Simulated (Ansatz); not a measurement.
# Quasi-harmonic thermodynamics of GaP (F-43m)

Aim: the lattice, expansion, heat capacity and bulk modulus of GaP as it warms.

What experiment has found for this phase:
- volume expansion coefficient 15.9 1e-6/K, heat capacity C_P per formula unit 44.2 J/mol/K and bulk modulus 88.7 GPa near room temperature (given in “High-Throughput Prediction of Finite-Temperature Properties using the Quasi-Harmonic Approximation”, 2016, arXiv:1603.06924)

Program: Ansatz 0.2.0. Level of theory: DFT RPBE, scalar-relativistic, plane waves, PAW. Values are calculated unless marked as measured.

## (1) Starting point

Symmetry: F-43m, No. 216, cubic system. The conventional cell has a = 5.451 Å, b = 5.451 Å, c = 5.451 Å, α = 90.00°, β = 90.00°, γ = 90.00°. Nearest to Ga lie 4 P at 2.36 Å. Nearest to P lie 4 Ga at 2.36 Å. Farther neighbours, and contacts between anions beyond the nearest, are not listed.

Structure file:

```cif
data_structure
_symmetry_space_group_name_H-M 'P 1'
_symmetry_Int_Tables_number 1
_cell_length_a 3.8541
_cell_length_b 3.8541
_cell_length_c 3.8541
_cell_angle_alpha 60.000
_cell_angle_beta 60.000
_cell_angle_gamma 60.000
_cell_volume 40.48
loop_
_atom_site_label
_atom_site_type_symbol
_atom_site_fract_x
_atom_site_fract_y
_atom_site_fract_z
_atom_site_occupancy
Ga1 Ga 0.00000 0.00000 0.00000 1
P2 P 0.25000 0.25000 0.25000 1
```

## (2) A first coarse run

A cheap single point shows whether the cell is a metal or an insulator and how far it is from rest; that sets the k-mesh and the occupations of what follows.

Contents of input.yaml:

```yaml
crystal:
  lattice:
    - [0.0, 2.72525, 2.72525]
    - [2.72525, 0.0, 2.72525]
    - [2.72525, 2.72525, 0.0]
  atoms:
    - { symbol: Ga, position: [0.0, 0.0, 0.0] }
    - { symbol: P, position: [0.25, 0.25, 0.25] }
kpoints:
  mp_grid: { grid: [6, 6, 6] }
hamiltonian:
  xc: rpbe
scf:
  occupations: { method: gaussian, width: 0.1 }
output:
  forces: true
  stress: true
  eigenvalues: true
```

Started as:

```console
$ ansatz run input.yaml --threads 4 --pin off --max-ram 8192MiB --backend cpu --events-out ev --progress --plain --runs-dir out
```

Output:

```text
Engine: ansatz 0.2.0, aarch64-unknown-linux-gnu
Pseudopotentials: kind: paw
Pseudopotential: Ga, paw, valence charge 13, recommended cutoff 420 eV (normal), Ga.paw.azcp
Pseudopotential: P, paw, valence charge 5, recommended cutoff 420 eV (normal), P.paw.azcp
Functional definition: RPBE
  parameter kappa = 0.804
  parameter beta = 0.066725
  exchange = rpbe_x(kappa = kappa, mu = beta*pi^2/3)
  correlation = pbe_c(beta = beta)
Crystal: 2 atoms, lattice volume = 40.481 Å³
Basis set: ecut = 420 eV, 749 PW (Γ), exchange–correlation on 54×54×54 points (8 copies of the dense FFT grid, shifted against one another)
Bands: 13, of which v1, the nominal top of the filled ones, is band 9 counted from 1 (8 counted from 0)
Symmetry: 24 space group operations
Space group: F-43m (ITA 216), of the structure as read, at distance tolerance 3.4e-5 Å
k-points: 16 of 216 (time reversal used)
Non-local potential: Ga, projectors of the file, l = 0: 2, l = 1: 2, l = 2: 3, l = 3: 1
Non-local potential: P, projectors of the file, l = 0: 2, l = 1: 2, l = 2: 2
PAW form: soft (Blöchl's): semilocal exchange-correlation on the pseudo side does not see the compensation charge
PAW frozen core: Ga, regenerated for the run's functional, and the local potential with it (the file was generated under x = pbe(κ = 0.804, μ = 0.219515), c = pbe(β = 0.066725))
PAW frozen core: P, regenerated for the run's functional, and the local potential with it (the file was generated under x = pbe(κ = 0.804, μ = 0.219515), c = pbe(β = 0.066725))
PAW one-centre angular grid: Ga, 590 points (default); XC on 64 Gauss nodes
PAW one-centre angular grid: P, 110 points (default); XC on 64 Gauss nodes
Initial density: superposition of atomic densities (neutral atoms: chi_scale 0, normalization atom), corrected by the library's trained network
Initial wavefunctions: pseudopotential atomic-orbital guess
Functional: x = rpbe, c = pbe(β = 0.066725)
SCF iter   1: F=—  HF=-4548.359494 eV  |F-HF|=—  |Δ(HF+E_count)|=         —  Δρ=3.41e-3  dr2=1.79e-3  ethr=1.77e-3  ⟨swp⟩=5.9  Hψ=1329  notcnv=0
preconditioner: auto → none  [insulator: Δε(μ)=1.751 eV  Ē_g=15.571 eV  σ=0.100 eV  W_gap=1.00  n_scr=14 (ndim 8)  ℏωp=24.8 eV  f_vac=0.011  D(μ)=0.00/eV (n_scr^D=0)  ε∞_Penn≈3.5]
SCF iter   2: F=—  HF=-4548.358455 eV  |F-HF|=—  |Δ(HF+E_count)|=   1.04e-3  Δρ=1.35e-3  dr2=6.96e-4  ethr=9.93e-6  ⟨swp⟩=2.0  Hψ=485  notcnv=0
SCF iter   3: F=—  HF=-4548.358092 eV  |F-HF|=—  |Δ(HF+E_count)|=   3.64e-4  Δρ=5.88e-4  dr2=8.85e-5  ethr=3.87e-6  ⟨swp⟩=2.2  Hψ=329  notcnv=0
SCF iter   4: F=—  HF=-4548.358109 eV  |F-HF|=—  |Δ(HF+E_count)|=   1.75e-5  Δρ=1.86e-4  dr2=7.01e-6  ethr=4.92e-7  ⟨swp⟩=2.8  Hψ=368  notcnv=0
SCF iter   5: F=—  HF=-4548.358108 eV  |F-HF|=—  |Δ(HF+E_count)|=   7.08e-7  Δρ=5.74e-5  dr2=8.40e-7  ethr=3.89e-8  ⟨swp⟩=2.1  Hψ=349  notcnv=0
SCF iter   6: F=-4548.358109 eV  HF=-4548.358109 eV  |F-HF|=3.81e-8  |Δ(HF+E_count)|=   2.80e-7  Δρ=8.22e-6  dr2=2.72e-8  ethr=5.56e-10  ⟨swp⟩=4.8  Hψ=1201  notcnv=0
SCF 1 converged in 6 iterations: F = -4548.358109 eV  dr2 = 2.72e-8
  greatest PAW one-centre occupation: 0.994 electrons in one spin orbital (limit 2), on the Ga atom at site 0 (counted from 0), in its partial waves of l = 2
SCF converged after 6 iterations
Free energy (F): -4548.358109 eV
Harris-Foulkes:  -4548.358109 eV  (|F-HF|=3.81e-8)
Internal energy: -4548.358109 eV  (E = F + TS)
E sigma→0 (E₀):  -4548.358109 eV
Fermi energy:    8.065243 eV
--- Per-component energies (eV) ---
  E_band       = -56.000291
  E_kinetic    = 186.295514
  E_local      = -2199.949640  (includes V_loc(G=0)·N_el)
  E_nonlocal   = 458.091173
  E_hartree    = 1018.015256
  E_xc         = -130.927323
  E_vxc        = -118.815782  (∫ρ·V_xc dr)
  E_paw        = -2567.083426  (= ΣΔE_a)
  E_vpaw       = -417.652470  (= ΣTr[D̂ρ^β])
  E_aug_tail   = -0.000099  (compensation charges beyond the density's cutoff)
  E_ewald      = -1312.644944
  E_core_change = -0.154620  (= ΣΔE_core)
  E_smearing   = -0.000000  (= −TS)
  E_closure    = -0.000000  (closes the sum)
  Σ components = -4548.358109   (vs F -4548.358109, Δ=0.00e0)
--- Forces (eV/Å), atoms counted from 1 ---
  atom   1  Ga     0.00000000    -0.00000000    -0.00000000
  atom   2  P     -0.00000000    -0.00000000    -0.00000000
  max |Σ_I F_I| component: 5.55e-17 eV/Å
--- Stress (GPa, compression-positive) ---
        4.651873       0.000000      -0.000000
       -0.000000       4.651873       0.000000
       -0.000000       0.000000       4.651873
  P = ⅓ Tr σ = 4.6519 GPa (46.519 kbar)
--- Band table (eV; the first three rows and the last of 16) ---
  k-point 0: bands = [... 5 lower, -5.2791, 7.1874, 7.1874, 7.1874, 9.1448, 11.1057, 11.1057, 11.1057]
  k-point 1: bands = [... 5 lower, -4.9234, 4.8308, 6.8183, 6.8183, 9.6915, 11.6525, 11.6526, 12.2988]
  k-point 2: bands = [... 5 lower, -3.9790, 2.0172, 6.2835, 6.2835, 9.1809, 12.0313, 12.0313, 14.9113]
  k-point 15: bands = [... 5 lower, -2.2576, 0.6212, 3.8359, 3.9512, 10.7493, 10.8975, 14.8065, 14.8234]
```

The job ended after 0.94 s (4 threads of Arm Neoverse V2, shared host; peak memory 0.28 GiB).

Reading the cycles: dr2 is the Hartree energy of the density residual (eV), the measure of convergence; HF is the Harris–Foulkes estimate of the energy, which meets the free energy F at convergence.

Numbers from this step:

```yaml
pressure: 4.652 GPa
gap_on_the_k_mesh: 1.756 eV
volume_per_atom: 20.24 Å³
```

The start is under 4.7 GPa at this level and looks like an insulator or semiconductor on this mesh.

## (3) Finding the static equilibrium

The vibrations must be taken about the equilibrium of this functional, not about the starting cell, so the structure is relaxed.

input.yaml, the sections that differ from step 2:

```yaml
kpoints:
  mp_grid: { grid: [8, 8, 8] }
scf:
  occupations: { method: gaussian, width: 0.02 }
relax:
  adjacent_minimum: "off"
  f_tol: 0.005
  max_steps: 80
  cell: { stress_tol: 0.05 }
# crystal, hamiltonian, output: as in step 2
```

Output:

```text
[...]
Crystal: 2 atoms, lattice volume = 40.481 Å³
Basis set: ecut = 420 eV, 749 PW (Γ), exchange–correlation on 54×54×54 points (8 copies of the dense FFT grid, shifted against one another)
Bands: 13, of which v1, the nominal top of the filled ones, is band 9 counted from 1 (8 counted from 0)
Symmetry: 24 space group operations
[...]
k-points: 29 of 512 (time reversal used)
[...]
SCF iter   1: F=—  HF=-4548.372350 eV  |F-HF|=—  |Δ(HF+E_count)|=         —  Δρ=3.29e-3  dr2=1.80e-3  ethr=1.77e-3  ⟨swp⟩=6.6  Hψ=2562  notcnv=0
[...]
SCF iter   6: F=-4548.370860 eV  HF=-4548.370860 eV  |F-HF|=7.74e-8  |Δ(HF+E_count)|=   3.55e-7  Δρ=1.02e-5  dr2=3.06e-8  ethr=5.56e-10  ⟨swp⟩=4.7  Hψ=2139  notcnv=0
SCF 1 converged in 6 iterations: F = -4548.370860 eV  dr2 = 3.06e-8
[...]
relax step   1: F+E_penalty+E_count = -4548.37086029 eV  Δ(F+E_penalty+E_count) = +0.000e0 eV  max|allowed force component| = 2.498e-16 eV/Å  Δτ_max = 0.0000 Å  P = +4.620 GPa  Ω = 40.481 Å³  (6 SCF iters, dr2 threshold 1.00e-7 eV, accepted)
Crystal: 2 atoms, lattice volume = 42.061 Å³
Basis set: ecut = 420 eV, 869 PW (Γ), exchange–correlation on 54×54×54 points (8 copies of the dense FFT grid, shifted against one another)
[...]
iter 1 solved again at ethr=1.01e-5 eV; its pass at ethr=3.10e-3 eV (dr2=1.82e-3 eV) is discarded
[...]
SCF iter   6: F=-4548.399550 eV  HF=-4548.399550 eV  |F-HF|=6.21e-9  |Δ(HF+E_count)|=   9.44e-7  Δρ=1.94e-6  dr2=1.76e-9  ethr=1.11e-9  ⟨swp⟩=7.1  Hψ=1924  notcnv=0
SCF 2 converged in 6 iterations: F = -4548.399550 eV  dr2 = 1.76e-9
relax step   2: F+E_penalty+E_count = -4548.39954994 eV  Δ(F+E_penalty+E_count) = -2.869e-2 eV  max|allowed force component| = 8.789e-17 eV/Å  Δτ_max = 0.0000 Å  P = +1.392 GPa  Ω = 42.061 Å³  energy of the carried Pulay correction = -4.126e-4 eV  (6 SCF iters, dr2 threshold 2.00e-7 eV, accepted)
Crystal: 2 atoms, lattice volume = 42.780 Å³
[...]
SCF iter   5: F=-4548.402729 eV  HF=-4548.402729 eV  |F-HF|=1.37e-7  |Δ(HF+E_count)|=   2.67e-7  Δρ=1.24e-5  dr2=4.64e-8  ethr=1.11e-9  ⟨swp⟩=7.0  Hψ=2177  notcnv=0
SCF 3 converged in 5 iterations: F = -4548.402729 eV  dr2 = 4.64e-8
relax step   3: F+E_penalty+E_count = -4548.40272939 eV  Δ(F+E_penalty+E_count) = -3.179e-3 eV  max|allowed force component| = 6.939e-17 eV/Å  Δτ_max = 0.0000 Å  P = +0.125 GPa  Ω = 42.780 Å³  energy of the carried Pulay correction = -5.953e-4 eV  (5 SCF iters, dr2 threshold 2.00e-7 eV, accepted)
[...]
relax step   4: F+E_penalty+E_count = -4548.40274028 eV  Δ(F+E_penalty+E_count) = -1.089e-5 eV  max|allowed force component| = 3.007e-17 eV/Å  Δτ_max = 0.0000 Å  P = +0.002 GPa  Ω = 42.854 Å³  energy of the carried Pulay correction = -6.138e-4 eV  (4 SCF iters, dr2 threshold 3.89e-8 eV, accepted)
[...]
SCF iter   8: F=-4548.403378 eV  HF=-4548.403378 eV  |F-HF|=3.64e-12  |Δ(HF+E_count)|=  1.42e-10  Δρ=6.31e-8  dr2=3.60e-12  ethr=1.00e-12  ⟨swp⟩=7.0  Hψ=1987  notcnv=0
SCF 5 converged in 8 iterations: F = -4548.403378 eV  dr2 = 3.60e-12
relax step   5: F+E_penalty+E_count = -4548.40337758 eV  Δ(F+E_penalty+E_count) = -6.373e-4 eV  max|allowed force component| = 7.055e-17 eV/Å  Δτ_max = 0.0000 Å  P = +0.008 GPa  Ω = 42.854 Å³  stress off target by 8.14e-3 GPa  SCF on the basis re-selected at this cell (its energy is not comparable with the rows above)  (8 SCF iters)
basis re-selected at this cell: Δ(F+E_penalty+E_count) = -6.373e-4 eV, ΔP = +0.006 GPa vs the last step (what re-selecting the basis moved, of the pressure what is left beyond the Pulay correction that the steps carried, after the strain that the cell walked since its last selection, with what the two solves' SCF thresholds leave and, on support functions, any second-order correction that the steps lacked; it is no m [...]
SCF converged after 8 iterations
Free energy (F): -4548.403378 eV
[...]
Internal energy: -4548.403378 eV  (E = F + TS)
E sigma→0 (E₀):  -4548.403378 eV
Fermi energy:    7.230370 eV
[...]
--- Stress (GPa, compression-positive) ---
        0.008144      -0.000000      -0.000000
       -0.000000       0.008144       0.000000
       -0.000000       0.000000       0.008144
  P = ⅓ Tr σ = 0.0081 GPa (0.081 kbar)
--- Band table (eV; the first three rows and the last of 29) ---
  k-point 0: bands = [... 5 lower, -5.5663, 6.4837, 6.4837, 6.4837, 7.9767, 10.4182, 10.4182, 10.4182]
  k-point 1: bands = [... 5 lower, -5.3792, 4.8891, 6.2756, 6.2756, 8.7119, 10.7417, 10.7417, 10.9071]
  k-point 2: bands = [... 5 lower, -4.8501, 2.7645, 5.8766, 5.8766, 8.5351, 11.2297, 11.2297, 12.6530]
  k-point 28: bands = [... 5 lower, -2.7991, 0.2164, 3.1995, 3.3618, 11.1416, 11.2583, 12.4911, 12.7330]
--- Relaxed structure (4 steps of the walk, 4 accepted, 1 SCFs on fresh bases) ---
  F+E_penalty+E_count = -4548.40337758 eV   max|allowed force component| = 7.055e-17 eV/Å   (the final SCF, on the basis selected at the relaxed cell)
  cell:  # Å, volume = 42.8537 Å³
    - [0, 2.777491, 2.777491]
    - [2.777491, 0, 2.777491]
    - [2.777491, 2.777491, 0]
  atoms:
    - { symbol: Ga, position: [0, 0, 0] }
    - { symbol: P, position: [0.250000, 0.250000, 0.250000] }
```

Wall time 3.2 s (4 threads); peak memory 0.33 GiB; 11 s of CPU time.

Step by step:

```csv
step,energy less that of the first step (eV),largest force component (eV/Å),pressure (GPa),volume (Å³)
1,0.0000,0.0000,4.62,40.48
2,-0.0287,0.0000,1.39,42.06
3,-0.0319,0.0000,0.12,42.78
4,-0.0319,0.0000,0.00,42.85
5*,-0.0325,0.0000,0.01,42.85
```

Relaxation steps marked * repeat the geometry before them on a plane-wave basis chosen anew for their cell, so energy and pressure can jump there.

Forces are held to the 24 operations that the program found; a distortion that breaks them can't arise in this run.

```csv
"conventional cell, symmetrised",before,after,change
a (Å),5.451,5.555,+1.9 %
b (Å),5.451,5.555,+1.9 %
c (Å),5.451,5.555,+1.9 %
volume (Å³/atom),20.24,21.43,+5.9 %
```

Final coordinates:

```xyz
2
Lattice="0.0000 2.7775 2.7775 2.7775 0.0000 2.7775 2.7775 2.7775 0.0000" Properties=species:S:1:pos:R:3 pbc="T T T"
Ga    0.0000    0.0000    0.0000
P     1.3887    1.3887    1.3887
```

Read from the output:

| Item | Value |
| --- | --- |
| pressure | 0.008144 GPa |
| gap on the k-mesh | 1.493 eV |
| volume per atom | 21.43 Å³ |

The relaxation ends with a pressure of 0.01 GPa.

## (4) Tight relaxation

The thresholds are tightened for a last relaxation ahead of the phonons.

input.yaml, the sections that differ from step 3:

```yaml
crystal:
  lattice:
    - [0.0, 2.777491022, 2.777491022]
    - [2.777491022, 0.0, 2.777491022]
    - [2.777491022, 2.777491022, 0.0]
  atoms:
    - { symbol: Ga, position: [0.0, 0.0, 0.0] }
    - { symbol: P, position: [0.25, 0.25, 0.25] }
scf:
  occupations: { method: fixed }
relax:
  adjacent_minimum: "off"
  f_tol: 0.001
  max_steps: 60
  cell: { stress_tol: 0.01 }
# kpoints, hamiltonian, output: as in step 3
```

Output:

```text
[...]
Crystal: 2 atoms, lattice volume = 42.854 Å³
Basis set: ecut = 420 eV, 869 PW (Γ), exchange–correlation on 54×54×54 points (8 copies of the dense FFT grid, shifted against one another)
Bands: 13, of which v1, the nominal top of the filled ones, is band 9 counted from 1 (8 counted from 0)
Symmetry: 24 space group operations
[...]
k-points: 29 of 512 (time reversal used)
[...]
k-point 28: bands = [... 5 lower, -2.7991, 0.2164, 3.1995, 3.3618, 11.1416, 11.2583, 12.4911, 12.7330]
--- Relaxed structure (1 steps of the walk, 1 accepted, 1 SCFs on fresh bases) ---
[...]
cell:  # Å, volume = 42.8537 Å³
    - [0.0, 2.777491022, 2.777491022]
    - [2.777491022, 0.0, 2.777491022]
    - [2.777491022, 2.777491022, 0.0]
  atoms:
    - { symbol: Ga, position: [0.0, 0.0, 0.0] }
    - { symbol: P, position: [0.25, 0.25, 0.25] }
[key lines of the parts left out:]
SCF converged after 7 iterations
Free energy (F): -4548.403378 eV
Fermi energy:    6.483713 eV
P = ⅓ Tr σ = 0.0081 GPa (0.081 kbar)
```

Wall time 1.4 s (4 threads); peak memory 0.33 GiB.

Little changed from the start: no atom moved by 0.005 Å and no cell edge by 0.1 %.

This step gave:

```
pressure : 0.008147 GPa
```

The residual pressure is 0.0081 GPa, small enough for phonons.

## (5) A faulty attempt

This input was changed on purpose, to see how the program answers.

input.yaml, the sections that differ from step 4:

```yaml
scf:
  occupations: { method: fixed }
  max_iter: 100
output:
  eigenvalues: true
phonons:
  method: dfpt
  qmesh: [4, 4, 4]
  thermal_expansion: "~"
# crystal, kpoints, hamiltonian: as in step 4
# relax: removed
```

Output:

```text
Error: YAML parse error: error: line 21 column 22: expected mapping start
  --> <input>:21:22
   |
19 |   method: dfpt
20 |   qmesh: [4, 4, 4]
21 |   thermal_expansion: "~"
   |                      ^ expected mapping start
```

Wall time 0.02 s (4 threads); peak memory 0.022 GiB.

The input was rejected at the start.

The program's message: “Error: YAML parse error: error: line 21 column 22: expected mapping start
  --> <input>:21:22
   |
19 |   method: dfpt
20 |   qmesh: [4, 4, 4]
21 |   thermal_expansion: "~"
   |                      ^ …”

The fault put into the input: a string where a block is expected.

[end of part 1 of 2]

[Long decimals in the printed logs are rounded to 6 places.]

[Logs are printed without paths, hosts, clocks, repeated set-up lines and the standing remarks that a program may print on its own settings, such as how far it seeks lower states.]

[Hosts, paths, dates, database ids (printed as entryN), source tags and the programs' standing remarks are cut or masked in the printed files.]

[Where the starting crystal was built by hand or by swapping elements, it need not be the compound's stable phase.]

[A step with changed settings may run another functional than the one named; its input shows which.]

[Pressures of single members of a volume series are the stress at the run's cutoff; with an incomplete basis they can lie off −dE/dV of the same runs, and they are not shown converged.]
